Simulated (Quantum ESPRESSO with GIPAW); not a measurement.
**Solid-state NMR of NaI by GIPAW**

Aim: the magnetic shielding of every site in NaI.

**The experiment.** The 23Na shift is -2.9 ppm against aqueous Na+, in “Solid State Alkali Metal NMR Spectra and Magnetic Susceptibilities of Alkalides, Electrides and Their Related Compounds” (Jineun Kim, Ph.D. dissertation, Michigan State University, 1989). The 127I shift is 226.71 ppm against aqueous I-, in “Multinuclear Solid-State Magnetic Resonance Studies on 'Exotic' Quadrupolar Nuclei: Acquisition Methods, High-Order Effects, Quantum Chemical Computations” (Widdifield, PhD thesis, University of Ottawa, 2012), quoting earlier work.

Calculated with Quantum ESPRESSO with GIPAW 8.0dev (patched build); DFT, PBE, plane-wave PAW (pslibrary 1.0.0 recipes), scalar-relativistic, GIPAW; a patched development version of the program.

### Step 1. Set-up

Symmetry: Fm-3m, No. 225, cubic system. Conventional cell: a = 6.473 Å, b = 6.473 Å, c = 6.473 Å, α = 90.00°, β = 90.00°, γ = 90.00°. I has 6 Na at 3.24 Å nearest. Nearest to Na lie 6 I at 3.24 Å. Farther neighbours and most contacts between anions are not listed.

The cell is an entry of the Crystallography Open Database.

A relaxation of the atoms beforehand (Quantum ESPRESSO with GIPAW) moved none by more than 0.003 Å.

### Step 2. Self-consistent run

GIPAW is a response on top of the ground state, so the wavefunctions come first. Their errors pass straight into the induced current, hence the tight threshold. No empty states are asked for: the response is solved without them. The mesh has a spacing of 0.29 Å⁻¹ at most. The PAW files were made with ld1.x from the pslibrary 1.0.0 recipes, with GIPAW reconstruction switched on.

scf.in

```
&control
  calculation = 'scf'
  prefix = 'x'
  outdir = './tmp/'
  pseudo_dir = './'
/
&system
  ibrav = 0
  nat = 2
  ntyp = 2
  ecutwfc = 75
  ecutrho = 450
  nbnd = 8
/
&electrons
  conv_thr = 1.0d-10
  mixing_beta = 0.7
  electron_maxstep = 100
/
ATOMIC_SPECIES
  I 126.904 I.pbe-n-kjpaw_psl.1.0.0-gipaw.UPF
  Na 22.990 Na.pbe-spn-kjpaw_psl.1.0.0-gipaw.UPF
CELL_PARAMETERS angstrom
  0.00000000 3.23640000 3.23640000
  3.23640000 0.00000000 3.23640000
  3.23640000 3.23640000 0.00000000
ATOMIC_POSITIONS crystal
  I 0.50000000 0.50000000 0.50000000
  Na 0.00000000 0.00000000 0.00000000
K_POINTS automatic
  6 6 6 0 0 0
```

Launch:

```sh
mpirun -np 4 pw.x -nk 4 -in scf.in > scf.out
```

The log of the run:

```text
[...]
as large as its charge; the limit is 4.5
     Functions over the limit replaced by smooth ones with the moment of the charge, as mend_augmentation asks: 1
     This moves results (see INPUT_PW). Waves and levels in the save fit builds from 8.0dev_s219 on
     using ibrav=0 with symmetry is DISCOURAGED, use correct ibrav instead

     bravais-lattice index     =            0
     lattice parameter (alat)  =       8.6492  a.u.
     unit-cell volume          =     457.5233 (a.u.)^3
     number of atoms/cell      =            2
     number of atomic types    =            2
     number of electrons       =        16.00
     number of Kohn-Sham states=            8
     kinetic-energy cutoff     =      75.0000  Ry
     charge density cutoff     =     450.0000  Ry
     scf convergence threshold =      1.0E-10
     mixing beta               =       0.7000
     number of iterations used =            8  plain     mixing
     Exchange-correlation= SLA-PW-PBX-PBC
                           (   1   4   3   4   0   0   0)
[...]
I                 7.00   126.90400     I ( 1.00)
     Na                9.00    22.99000     Na( 1.00)

     48 Sym. Ops., with inversion, found
[...]
number of k points=    16
[...]
Dense  grid:    73889 G-vectors     FFT dimensions: (  60,  60,  60)

     Smooth grid:    39957 G-vectors     FFT dimensions: (  48,  48,  48)

     Initial potential from superposition of free atoms

     starting charge      15.9936, renormalised to      16.0000
     Starting wfcs are    9 randomized atomic wfcs

     Self-consistent Calculation

     iteration #  1     ecut=    75.00 Ry     beta= 0.70
     Davidson diagonalization with overlap
     ethr =  1.00E-02,  avg # of iterations =  1.0

     Threshold (ethr) on eigenvalues was too large:
     Diagonalizing with lowered threshold

     Davidson diagonalization with overlap
     ethr =  2.21E-04,  avg # of iterations =  3.1

     total energy              =    -488.33571173 Ry
     estimated scf accuracy    <       0.02155242 Ry

     iteration #  2     ecut=    75.00 Ry     beta= 0.70
     Davidson diagonalization with overlap
     ethr =  1.35E-04,  avg # of iterations =  2.1

     total energy              =    -488.34232672 Ry
     estimated scf accuracy    <       0.00191347 Ry

     iteration #  3     ecut=    75.00 Ry     beta= 0.70
[...]
total energy              =    -488.34297066 Ry
     estimated scf accuracy    <       0.00020922 Ry

[...]
total energy              =    -488.34312363 Ry
[...]
iteration # 12     ecut=    75.00 Ry     beta= 0.70
     Davidson diagonalization with overlap
     ethr =  8.30E-12,  avg # of iterations =  1.1

     total energy              =    -488.34312363 Ry
     estimated scf accuracy    <          2.8E-09 Ry

     iteration # 13     ecut=    75.00 Ry     beta= 0.70
     Davidson diagonalization with overlap
     ethr =  8.30E-12,  avg # of iterations =  4.8

     End of self-consistent calculation
     [one-electron energies left out]

!    total energy              =    -488.34312363 Ry
     total all-electron energy =    -14557.958876 Ry
     estimated scf accuracy    <          1.1E-11 Ry

     The total energy is the sum of the following terms:
     one-electron contribution =     -84.90545134 Ry
     hartree contribution      =      48.69924578 Ry
     xc contribution           =     -30.54863253 Ry
     ewald contribution        =     -59.95333953 Ry
     one-center paw contrib.   =    -361.63494602 Ry

     convergence has been achieved in  13 iterations
[...]
JOB DONE.
```

Run time: 20 s. Hardware: 4 MPI ranks of Arm Neoverse N1, shared host; peak memory 0.64 GiB; 78 s of CPU time.

It converged in 13 cycles to an estimated accuracy of 1e-11 Ry, on 16 irreducible k-points.

### Step 3. Magnetic response

The job finds the current that a weak uniform field induces (applied as a long wave, q_gipaw) and the field that this current makes at each nucleus. On atoms with p or d valence electrons much of the paramagnetic part arises close to the nucleus, where the PAW partial waves rebuild the true states. pawproj makes the reconstruction use the PAW data sets' own projectors.

nmr.in

```
&inputgipaw
  job = 'nmr'
  prefix = 'x'
  tmp_dir = './tmp/'
  restart_mode = 'from_scratch'
  verbosity = 'low'
  q_gipaw = 0.01
  spline_ps = .true.
  conv_threshold = 1.0d-11
  use_nmr_macroscopic_shape = .false.
  pawproj(1) = .true.
  pawproj(2) = .true.
/
```

Launch:

```sh
mpirun -np 4 gipaw.x -in nmr.in > nmr.out
```

The log of the run:

```text
[banner, memory and clock lines left out]
[a note of our patched build left out]

     Parallelizing q-star over 1 images

     IMPORTANT: XC functional enforced from input :
     Exchange-correlation= PBE
                           (   1   4   3   4   0   0   0)
     Any further DFT definition will be discarded
     Please, verify this is what you really want

     In I.pbe-n-kjpaw_psl.1.0.0-gipaw.UPF the largest augmentation function (projectors 1 and 4, L = 1) is 6.9 times
     as large as its charge; the limit is 4.5
     Functions over the limit replaced by smooth ones with the moment of the charge, as in the saved run: 1

[...]
alpha_pv=    101.0619 eV

     spline_ps is .false., expect some extrapolation errors

     q-space interpolation up to    90.00 Rydberg

     GIPAW job: nmr
     NMR macroscopic correction: no
[...]
Computing the magnetic susceptibility     isolve=0    ethr=  0.1000E-10
     Starting from scratch
     k-point #    1 of    16      pool #  1    cpu time:       1.4
[...]
End of magnetic susceptibility calculation

     f-sum rule (1st term):
           -13.9077          0.0000          0.0000
             0.0000        -13.9077          0.0000
             0.0000          0.0000        -13.9077

     f-sum rule (2nd term):
            -0.3862          0.0000          0.0000
             0.0000         -0.3862          0.0000
             0.0000          0.0000         -0.3862

     f-sum rule (should be   -14.2876):
           -14.2939          0.0000          0.0000
             0.0000        -14.2939          0.0000
             0.0000          0.0000        -14.2939

[... susceptibilities left out ...]
     Contributions to the NMR chemical shifts: -------------------------------

     Macroscopic shape contribution in ppm:                    0.00
             0.0000          0.0000          0.0000
             0.0000          0.0000          0.0000
             0.0000          0.0000          0.0000

     Core contribution in ppm:

     Atom  1  I   pos: (  0.707107  0.707107  0.707107)  core sigma:        5697.05
     Atom  2  Na  pos: (  0.000000  0.000000  0.000000)  core sigma:         377.27

     Bare contribution in ppm:

     Atom  1  I   pos: (  0.707107  0.707107  0.707107)  bare sigma:          55.28
[...]
Atom  2  Na  pos: (  0.000000  0.000000  0.000000)  bare sigma:         124.85
[...]
Diamagnetic contribution in ppm:

     Atom  1  I   pos: (  0.707107  0.707107  0.707107)  dia sigma:          -1.87
[...]
Atom  2  Na  pos: (  0.000000  0.000000  0.000000)  dia sigma:         108.34
[...]
Paramagnetic contribution in ppm:

     Atom  1  I   pos: (  0.707107  0.707107  0.707107)  para sigma:       -1788.46
[...]
Atom  2  Na  pos: (  0.000000  0.000000  0.000000)  para sigma:         598.84
[...]
Paramagnetic US occ-occ contribution in ppm:

     Atom  1  I   pos: (  0.707107  0.707107  0.707107)  para_oo sigma:          -0.22
[...]
Atom  2  Na  pos: (  0.000000  0.000000  0.000000)  para_oo sigma:          -1.92
[...]
Paramagnetic US L_R Q_R contribution in ppm:

     Atom  1  I   pos: (  0.707107  0.707107  0.707107)  para_lq sigma:         801.84
[...]
Atom  2  Na  pos: (  0.000000  0.000000  0.000000)  para_lq sigma:        -665.92
[...]
Total NMR chemical shifts in ppm: ---------------------------------------
     (adopting the Simpson convention for anisotropy and asymmetry)-----------

     Atom  1  I   pos: (  0.707107  0.707107  0.707107)  Total sigma:        4763.64
          4763.6356          0.0000          0.0000
             0.0000       4763.6356          0.0000
             0.0000          0.0000       4763.6356

     I       1    anisotropy:      0.00    eta:    0.0000
[...]
Atom  2  Na  pos: (  0.000000  0.000000  0.000000)  Total sigma:         541.46
           541.4573          0.0000         -0.0000
             0.0000        541.4573          0.0000
             0.0000          0.0000        541.4573

     Na      2    anisotropy:      0.00    eta:    0.0000
[...]
```

Wall time 1.8 min (4 MPI ranks); peak memory 0.41 GiB; 7.4 min of CPU time.

The f-sum rule is met to 0.0063 of 14.3 (0.04 %). Converged shieldings require that this miss be small, but a small miss does not prove them. This build smooths some augmentation functions of the files as it reads them, which, it says, moves results; by how much was not measured here.

From the symmetric part of each tensor, with principal values σ11 ≤ σ22 ≤ σ33: σ_iso is their mean, the span is σ33 − σ11 and the skew 3(σ_iso − σ22)/span. (gipaw.x prints an anisotropy in another convention.)

```csv
site,atom no.,atoms in cell,σ_iso (ppm),span (ppm),skew
I,1,1,4764,0,-
Na,2,1,541.5,0.0,-
```

The macroscopic shape term is switched off. For a spherical sample the valence susceptibility of this run would add about 8 ppm to every site, a rough estimate, since the susceptibility converges slowly and lacks part of the PAW terms. Differences within the crystal don't depend on it, but shieldings of different compounds can't be compared to better than a few ppm without it.

I and Na sit on cubic site symmetry, where the tensor must be isotropic.

How the isotropic values are made up (ppm). The core part is that of the free atom's core; bare is the current of the smooth valence states; the last two are what the PAW spheres add to the diamagnetic and the paramagnetic current:

```csv
site,core,bare,"reconstruction, dia","reconstruction, para"
I,5697.1,55.3,-1.9,-986.8
Na,377.3,124.9,108.3,-69.0
```

### Step 4. NMR parameters by site

Covalently bonded atoms count as neighbours within 1.18 times the sum of their radii. Otherwise a cation's neighbours lie within 1.2 times its shortest bond (1.3 for large cations, each anion's radius taken off where they differ), and an anion's are the cations that count it.

```csv
site,atom no.,atoms in cell,surroundings,bonds (Å),σ_iso (ppm)
I,1,1,bound to Na6,3.236,4764
Na,2,1,NaI6,3.236,541.5
```

### Step 5. Cost against result

Each row names what was changed: another mesh tests the sampling of the zone; another functional shows how far the paramagnetic term hangs on the exchange-correlation form; another cutoff tests the basis.

Changes of σ_iso (ppm) against the run above (PBE, cutoffs 75 and 450 Ry, mesh 6×6×6, 8.7 min). Times are CPU times of pw.x and gipaw.x together, on 4 MPI ranks of Arm Neoverse N1, shared host; on a shared host they are rough. A run is marked as doubtful where the f-sum miss passes 0.015 electrons, or that much for each three atoms in larger cells (with Tl, Pb, Hg, Bi or Sn a third of that, or a mesh spacing over 0.26 Å⁻¹), or where the susceptibility is unphysically large.

```csv
run,CPU time,f-sum miss,I,Na
mesh 7×7×7,11 min,0.0028,+13.5,+0.3
LDA,8.4 min,0.0079,-153.3,-8.3
cutoffs 55 and 330 Ry (marked),8.6 min,0.015,+0.0,-2.3
mesh 4×4×4 (marked),4.6 min,0.085,-203.1,-5.8
Wu-Cohen,8.8 min,0.0070,-50.3,-0.3
```

The largest move is -203.1 ppm, on I, from mesh 4×4×4.

### Step 6. A run with a fault

One more run, with a slip of the kind that is easily made.

scf.in: that of step 2 with these lines changed.

```diff
@@ -15,3 +15,3 @@
 &electrons
-  conv_thr = 1.0d-10
+  conv_thr = 0.001
   mixing_beta = 0.7
```

Launch:

```sh
mpirun -np 4 pw.x -nk 4 -in scf.in > scf.out
```

This SCF reached its threshold; then the response:

nmr.in is that of step 3.

Launch:

```sh
mpirun -np 4 gipaw.x -in nmr.in > nmr.out
```

The log of the run:

```text
[banner, memory and clock lines left out]
[a note of our patched build left out]

     Parallelizing q-star over 1 images

     IMPORTANT: XC functional enforced from input :
     Exchange-correlation= PBE
                           (   1   4   3   4   0   0   0)
     Any further DFT definition will be discarded
     Please, verify this is what you really want

     In I.pbe-n-kjpaw_psl.1.0.0-gipaw.UPF the largest augmentation function (projectors 1 and 4, L = 1) is 6.9 times
     as large as its charge; the limit is 4.5
     Functions over the limit replaced by smooth ones with the moment of the charge, as in the saved run: 1

[...]
alpha_pv=    101.2348 eV

     spline_ps is .false., expect some extrapolation errors

     q-space interpolation up to    90.00 Rydberg

     GIPAW job: nmr
     NMR macroscopic correction: no
[...]
Computing the magnetic susceptibility     isolve=0    ethr=  0.1000E-10
     Starting from scratch
     k-point #    1 of    16      pool #  1    cpu time:       1.3
[...]
Paramagnetic contribution in ppm:

     Atom  1  I   pos: (  0.707107  0.707107  0.707107)  para sigma:       -1759.26
[...]
Atom  2  Na  pos: (  0.000000  0.000000  0.000000)  para sigma:         596.67
[...]
Paramagnetic US occ-occ contribution in ppm:

     Atom  1  I   pos: (  0.707107  0.707107  0.707107)  para_oo sigma:          -0.25
[...]
Atom  2  Na  pos: (  0.000000  0.000000  0.000000)  para_oo sigma:          -1.90
[...]
Paramagnetic US L_R Q_R contribution in ppm:

     Atom  1  I   pos: (  0.707107  0.707107  0.707107)  para_lq sigma:         802.14
[...]
Atom  2  Na  pos: (  0.000000  0.000000  0.000000)  para_lq sigma:        -664.55
[...]
Total NMR chemical shifts in ppm: ---------------------------------------
     (adopting the Simpson convention for anisotropy and asymmetry)-----------

     Atom  1  I   pos: (  0.707107  0.707107  0.707107)  Total sigma:        4793.32
[...]
I       1    anisotropy:      0.00    eta:    0.0000
[...]
Atom  2  Na  pos: (  0.000000  0.000000  0.000000)  Total sigma:         540.29
[...]
Na      2    anisotropy:      0.00    eta:    0.0000
[...]
```

It took 1.9 min on 4 MPI ranks; peak memory 0.4 GiB; 7.7 min of CPU time.

The run ends without an error, but the fault (a loose SCF threshold) moves σ_iso of I by +29.7 ppm (both without the shape term); the f-sum rule is missed by 5.0e-4 electrons. Its numbers are not to be used. Errors of the ground-state wavefunctions pass into the induced current.

### Step 7. Against experiment

Without a fitted line the measured shift still tests the calculation: for an exact theory σ + δ is one number for all compounds of a nucleus, up to the shape term, which is left out of σ and differs by some ppm between compounds.

```csv
"nucleus, site",σ_iso (ppm),measured δ (ppm),σ + δ (ppm),"σ + δ of other compounds, same level"
"23Na, Na",541.5,-2.9,538.6,"NaCl 545.4, NaF 543.3"
"127I, I",4764,226.71,4990,KI 5041
```

### Step 8. What came out

| Quantity | Value |
| --- | --- |
| 23Na shielding without shape term | 541.5 ppm |
| 127I shielding without shape term | 4764 ppm |

What this shows: 23Na has one site (NaI6), with isotropic shielding 541.5 ppm (shape term left out). A shift needs a reference, δ = σ_ref − σ, fixed on measured compounds; for 23Na of this kind at this level too few were at hand, or they scattered too widely about a line, so none is given. For 23Na, σ + δ is 538.6 ppm here and 544.4 ppm on average over 2 other sites: with that reference and slope one the shift would be off by +5.8 ppm. For 127I, σ + δ is 4990 ppm here and 5041 ppm in KI: with that reference and slope one the shift would be off by +50 ppm. Going to mesh 7×7×7 changes no isotropic shielding by more than 13.5 ppm, a first measure of the error left in that respect. A higher cutoff was not carried through on these files. The largest change with the functional is 153.3 ppm in absolute shielding; part of that drops out once each functional has its own reference line. Spin-orbit coupling is missing, which matters for I. The scalar-relativistic files are used with non-relativistic response operators, which weighs most on the heavy atoms' own shieldings. This build of gipaw.x prints that it is not audited and that its numbers are no references by themselves. It also reports spline_ps as false although the input sets it; why was not traced.

[Banner, clock, file and message-heading lines were taken out of the pw.x and gipaw.x logs.]

[Logs are printed without paths, hosts, clocks, repeated set-up lines and the standing remarks that a program may print on its own settings, such as how far it seeks lower states.]

[Hosts, paths, dates, database ids (printed as entryN), source tags and the programs' standing remarks are cut or masked in the printed files.]

[Where no reference line passes its bar on scatter, no shift is given, so a measured shift of this compound may stand uncompared.]
